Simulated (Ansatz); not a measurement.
# linear Al chain: one chain at several levels of theory, part 2 of 2

Aim: how far do the period, the moment and the conductance of the linear Al chain depend on the functional, the datasets and spin-orbit coupling, and at what cost?

Ansatz 0.2.0; DFT PBE, plane waves, PAW; relaxation of a chain's period (the session's first sound run).

So far, conductance of the lead as this run defines it (G₀): 2.00 in steps 3, 5, 7 and 9.

### Step 12. Relaxing the period

This step: DFT PBE, plane waves, PAW; relaxation of a chain's period (Ansatz 0.2.0).

No moment formed, so a run without spin should agree; this checks it and saves time.

Contents of input.yaml:

```yaml
crystal:
  lattice:
    - [7.5, 0.0, 0.0]
    - [0.0, 7.5, 0.0]
    - [0.0, 0.0, 2.2506]
  atoms:
    - { symbol: Al, position: [0.5, 0.5, 0.0] }
kpoints:
  mp_grid: { grid: [1, 1, 36] }
scf:
  occupations: { method: fermi_dirac, width: 0.05 }
hamiltonian:
  xc: pbe
relax:
  cell: { fix: [a, b, alpha, beta, gamma] }
  max_steps: 60
```

Launch:

```console
ansatz run input.yaml --threads 4 --pin off --max-ram 8192MiB --backend cpu --events-out ev --progress --plain --runs-dir out
```

Elapsed: 1.5 s, on 4 threads of Arm Neoverse V2, shared host; peak memory 0.32 GiB; 4.9 s of CPU time.

The cell's length comes to 2.415 Å, +0.0 % against the first run, with spin left out.

### Step 13. Side by side

Times are for 4 threads of Arm Neoverse V2, shared host. The runs compared:

| no. | level | cell length along the wire (Å) | time | memory (GiB) |
| --- | --- | --- | --- | --- |
| 1 | PBE | 2.415 | 4 s | 0.34 |
| 2 | LDA | 2.390 | 2.7 s | 0.31 |
| 3 | r2SCAN | 2.405 | 15 s | 0.63 |
| 4 | PBEsol | 2.407 | 3.9 s | 0.34 |
| 5 | PBE, NC files | 2.417 | 4.8 s | 0.37 |
| 6 | PBE, no spin | 2.415 | 1.5 s | 0.32 |

### Step 14. Two-component spinors

This step: DFT PBE, plane waves, fully relativistic PAW; channels of a perfect chain with spin-orbit coupling (Ansatz 0.2.0).

Spin-orbit coupling mixes the spins and splits bands that cross or touch without it, so it can open or close channels. Fully relativistic datasets take the place of the scalar ones. The window is narrow, since spinor matrices are twice as large.

Contents of input.yaml:

```yaml
crystal:
  lattice:
    - [7.5, 0.0, 0.0]
    - [0.0, 7.5, 0.0]
    - [0.0, 0.0, 2.4151928494]
  atoms:
    - { symbol: Al, position: [0.5, 0.5, 0.0] }
kpoints:
  mp_grid: { grid: [1, 1, 34] }
  band_path: { path: ["Γ", Z], npoints: 60 }
scf:
  occupations: { method: fermi_dirac, width: 0.05 }
hamiltonian:
  xc: pbe
  pseudopotentials: { kind: paw_fr }
output:
  transmission:
    e_range: [-0.42, 0.42]
    de: 0.035
    kmesh: [1, 1]
    reduced_basis: false
    leads: [[0, 0]]
magnetization:
  noncollinear: true
  spin_orbit: true
```

It took 2.9 min on 4 threads; peak memory 4.8 GiB; 11 min of CPU time.

This step gave:

| Item | Value |
| --- | --- |
| energy at zero smearing | -535.5630 eV |
| channels at the energy nearest the Fermi level, both spins | 4 |

The open channels of the lead, both spins by energy, zero at the Fermi level:

| energy (eV) | open channels of the lead, both spins |
| --- | --- |
| -0.420 | 0 |
| -0.385 | 2 |
| -0.350 | 4 |
| -0.315 | 4 |
| -0.280 | 4 |
| -0.245 | 4 |
| -0.210 | 4 |
| -0.175 | 4 |
| -0.140 | 4 |
| -0.105 | 4 |
| -0.070 | 4 |
| -0.035 | 4 |
| 0.000 | 4 |
| 0.035 | 4 |
| 0.070 | 4 |
| 0.105 | 4 |
| 0.140 | 4 |
| 0.175 | 4 |
| 0.210 | 4 |
| 0.245 | 4 |
| 0.280 | 4 |
| 0.315 | 4 |
| 0.350 | 4 |
| 0.385 | 4 |
| 0.420 | 4 |

The slowest values at each energy, most degenerate partners merged, listed up to 1.5 1/Å. Table of Im kz of the slowest decaying states by energy, zero at the Fermi level:

| energy (eV) | decay 1 (Å⁻¹) | decay 2 (Å⁻¹) | decay 3 (Å⁻¹) | decay 4 (Å⁻¹) |
| --- | --- | --- | --- | --- |
| -0.420 | 0.0989 | 0.115 | 0.115 | 0.919 |
| -0.385 | 0.0572 | 0.116 | 0.914 | 1.07 |
| -0.350 | 0.116 | 0.909 | 1.07 | 1.21 |
| -0.280 | 0.116 | 0.899 | 1.06 | 1.20 |
| -0.245 | 0.116 | 0.894 | 1.05 | 1.19 |
| -0.210 | 0.116 | 0.889 | 1.05 | 1.19 |
| -0.175 | 0.115 | 0.883 | 1.05 | 1.19 |
| -0.140 | 0.115 | 0.878 | 1.04 | 1.18 |
| -0.070 | 0.114 | 0.868 | 1.03 | 1.18 |
| -0.035 | 0.113 | 0.862 | 1.03 | 1.17 |
| 0.000 | 0.112 | 0.857 | 1.02 | 1.17 |
| 0.035 | 0.110 | 0.852 | 1.02 | 1.16 |
| 0.070 | 0.109 | 0.846 | 1.01 | 1.16 |
| 0.140 | 0.106 | 0.835 | 1.00 | 1.15 |
| 0.175 | 0.104 | 0.830 | 1.00 | 1.15 |
| 0.210 | 0.102 | 0.824 | 0.996 | 1.14 |
| 0.245 | 0.100 | 0.819 | 0.991 | 1.14 |
| 0.280 | 0.0978 | 0.813 | 0.986 | 1.14 |
| 0.350 | 0.0925 | 0.802 | 0.977 | 1.13 |
| 0.385 | 0.0895 | 0.796 | 0.972 | 1.12 |
| 0.420 | 0.0862 | 0.790 | 0.967 | 1.12 |

The electronic bands at the labelled points (eV, zero at the Fermi level):

| point | band 1 | band 2 | band 3 | band 4 | band 5 | band 6 | band 7 | band 8 |
| --- | --- | --- | --- | --- | --- | --- | --- | --- |
| Γ | -6.40 | -6.40 | -0.39 | -0.39 | -0.37 | -0.37 | 2.76 | 2.76 |
| halfway | -4.86 | -4.86 | 1.12 | 1.12 | 1.13 | 1.13 | 4.21 | 4.21 |
| Z | -1.29 | -1.29 | 0.78 | 0.78 | 5.28 | 5.28 | 5.30 | 5.30 |

At the computed energy nearest the Fermi level there are 4 spinor channels, and the thermal average gives 2.00 G₀.

### Step 15. The same system on other settings

This step: DFT PBE, plane waves, PAW; channels and complex bands of a perfect chain; changed: output.transmission.e_range = [-3, 3], output.transmission.de = 0.05 (Ansatz 0.2.0).

The atoms of the run on the perfect lead (PBE) are kept and the input is varied, to see whether the result depends on it. The ELF is not written this time.

input.yaml, the sections that differ from step 14:

```yaml
hamiltonian:
  xc: pbe
output:
  transmission:
    e_range: [-3, 3]
    de: 0.05
    kmesh: [1, 1]
    reduced_basis: true
    leads: [[0, 0]]
  dos: { projected: true, e_range: [-6, 4] }
  write_potential: true
  write_density: true
  volumetric_format: npy
# crystal, kpoints, scf: as in step 14
# magnetization: removed
```

The job ended after 6.8 s (4 threads; peak memory 0.39 GiB).

Numbers from this step:

| Property | Result |
| --- | --- |
| energy at zero smearing | -535.5618 eV |

Table of open channels of the lead, one spin by energy, zero at the Fermi level:

| energy (eV) | open channels of the lead, one spin |
| --- | --- |
| -3.0000 | 1 |
| -2.7500 | 1 |
| -2.5000 | 1 |
| -2.2500 | 1 |
| -2.0000 | 1 |
| -1.7500 | 1 |
| -1.5000 | 1 |
| -1.2500 | 0 |
| -1.0000 | 0 |
| -0.7500 | 0 |
| -0.5000 | 0 |
| -0.2500 | 2 |
| 0.0000 | 2 |
| 0.2500 | 2 |
| 0.5000 | 2 |
| 0.7500 | 2 |
| 1.0000 | 3 |
| 1.2500 | 3 |
| 1.5000 | 3 |
| 1.7500 | 3 |
| 2.0000 | 3 |
| 2.2500 | 3 |
| 2.5000 | 3 |
| 2.7500 | 3 |
| 3.0000 | 4 |

It took 6.8 s against 4.9 s for the run it varies; the program gives no conductance for this window, step and temperature, so that result is lost.

The channels at the energy nearest the Fermi level, one spin stays within 0.2 % plus 0.001 of the run it varies.

### Step 16. A repeat with changed settings: scf.initial_density.chi_scale = 0.0

This step: DFT PBE, plane waves, PAW; channels and complex bands of a perfect chain; changed: scf.initial_density.chi_scale = 0.0 (Ansatz 0.2.0).

Edit input.yaml of step 15 so:

```diff
@@ -12,2 +12,3 @@
   occupations: { method: fermi_dirac, width: 0.05 }
+  initial_density: { chi_scale: 0.0 }
 hamiltonian:
@@ -16,4 +17,4 @@
   transmission:
-    e_range: [-3, 3]
-    de: 0.05
+    e_range: [-2, 2]
+    de: 0.035
     kmesh: [1, 1]
```

The job ended after 5.1 s (4 threads; peak memory 0.35 GiB; 16 s of CPU time).

It took 5.1 s against 4.9 s for the run it varies, and the conductance is 2.00 G₀ against 2.00 G₀.

The channels at the energy nearest the Fermi level, one spin and conductance of the lead as this run defines it stay within 0.2 % plus 0.001 of the run it varies.

### Step 17. Results

| Quantity | Value |
| --- | --- |
| cell length, PBE | 2.415 Å |
| cell length, LDA | 2.390 Å |
| cell length, r2SCAN | 2.405 Å |
| cell length, PBEsol | 2.407 Å |
| cell length, PBE, NC files | 2.417 Å |
| cell length, PBE, no spin | 2.415 Å |
| conductance, PBE | 2.00 G₀ |
| conductance, LDA | 2.00 G₀ |
| conductance, r2SCAN | 2.00 G₀ |
| conductance, PBEsol | 2.00 G₀ |
| conductance, with spin-orbit coupling | 2.00 G₀ |

Under PBE the cell's length is 2.42 Å, no moment survives, and it is a metal with 2 channels a spin next to the Fermi level, 2.00 G₀ at 300 K. The cell's length spans 1.1 % over the functionals, shortest under LDA and longest under PBE. A perfect wire passes every open channel, so the conductance counts half a G₀ for each forward-moving state at the Fermi level, spin by spin. Transport is coherent and elastic here: the atoms are frozen, so scattering by vibrations plays no part. The lead's cell of one atom keeps the chain straight and evenly spaced; a zigzag or dimerised form may lie lower.

[Logs are printed without paths, hosts, clocks, repeated set-up lines and the standing remarks that a program may print on its own settings, such as how far it seeks lower states.]

[Hosts, paths, dates, database ids (printed as entryN), source tags and the programs' standing remarks are cut or masked in the printed files.]
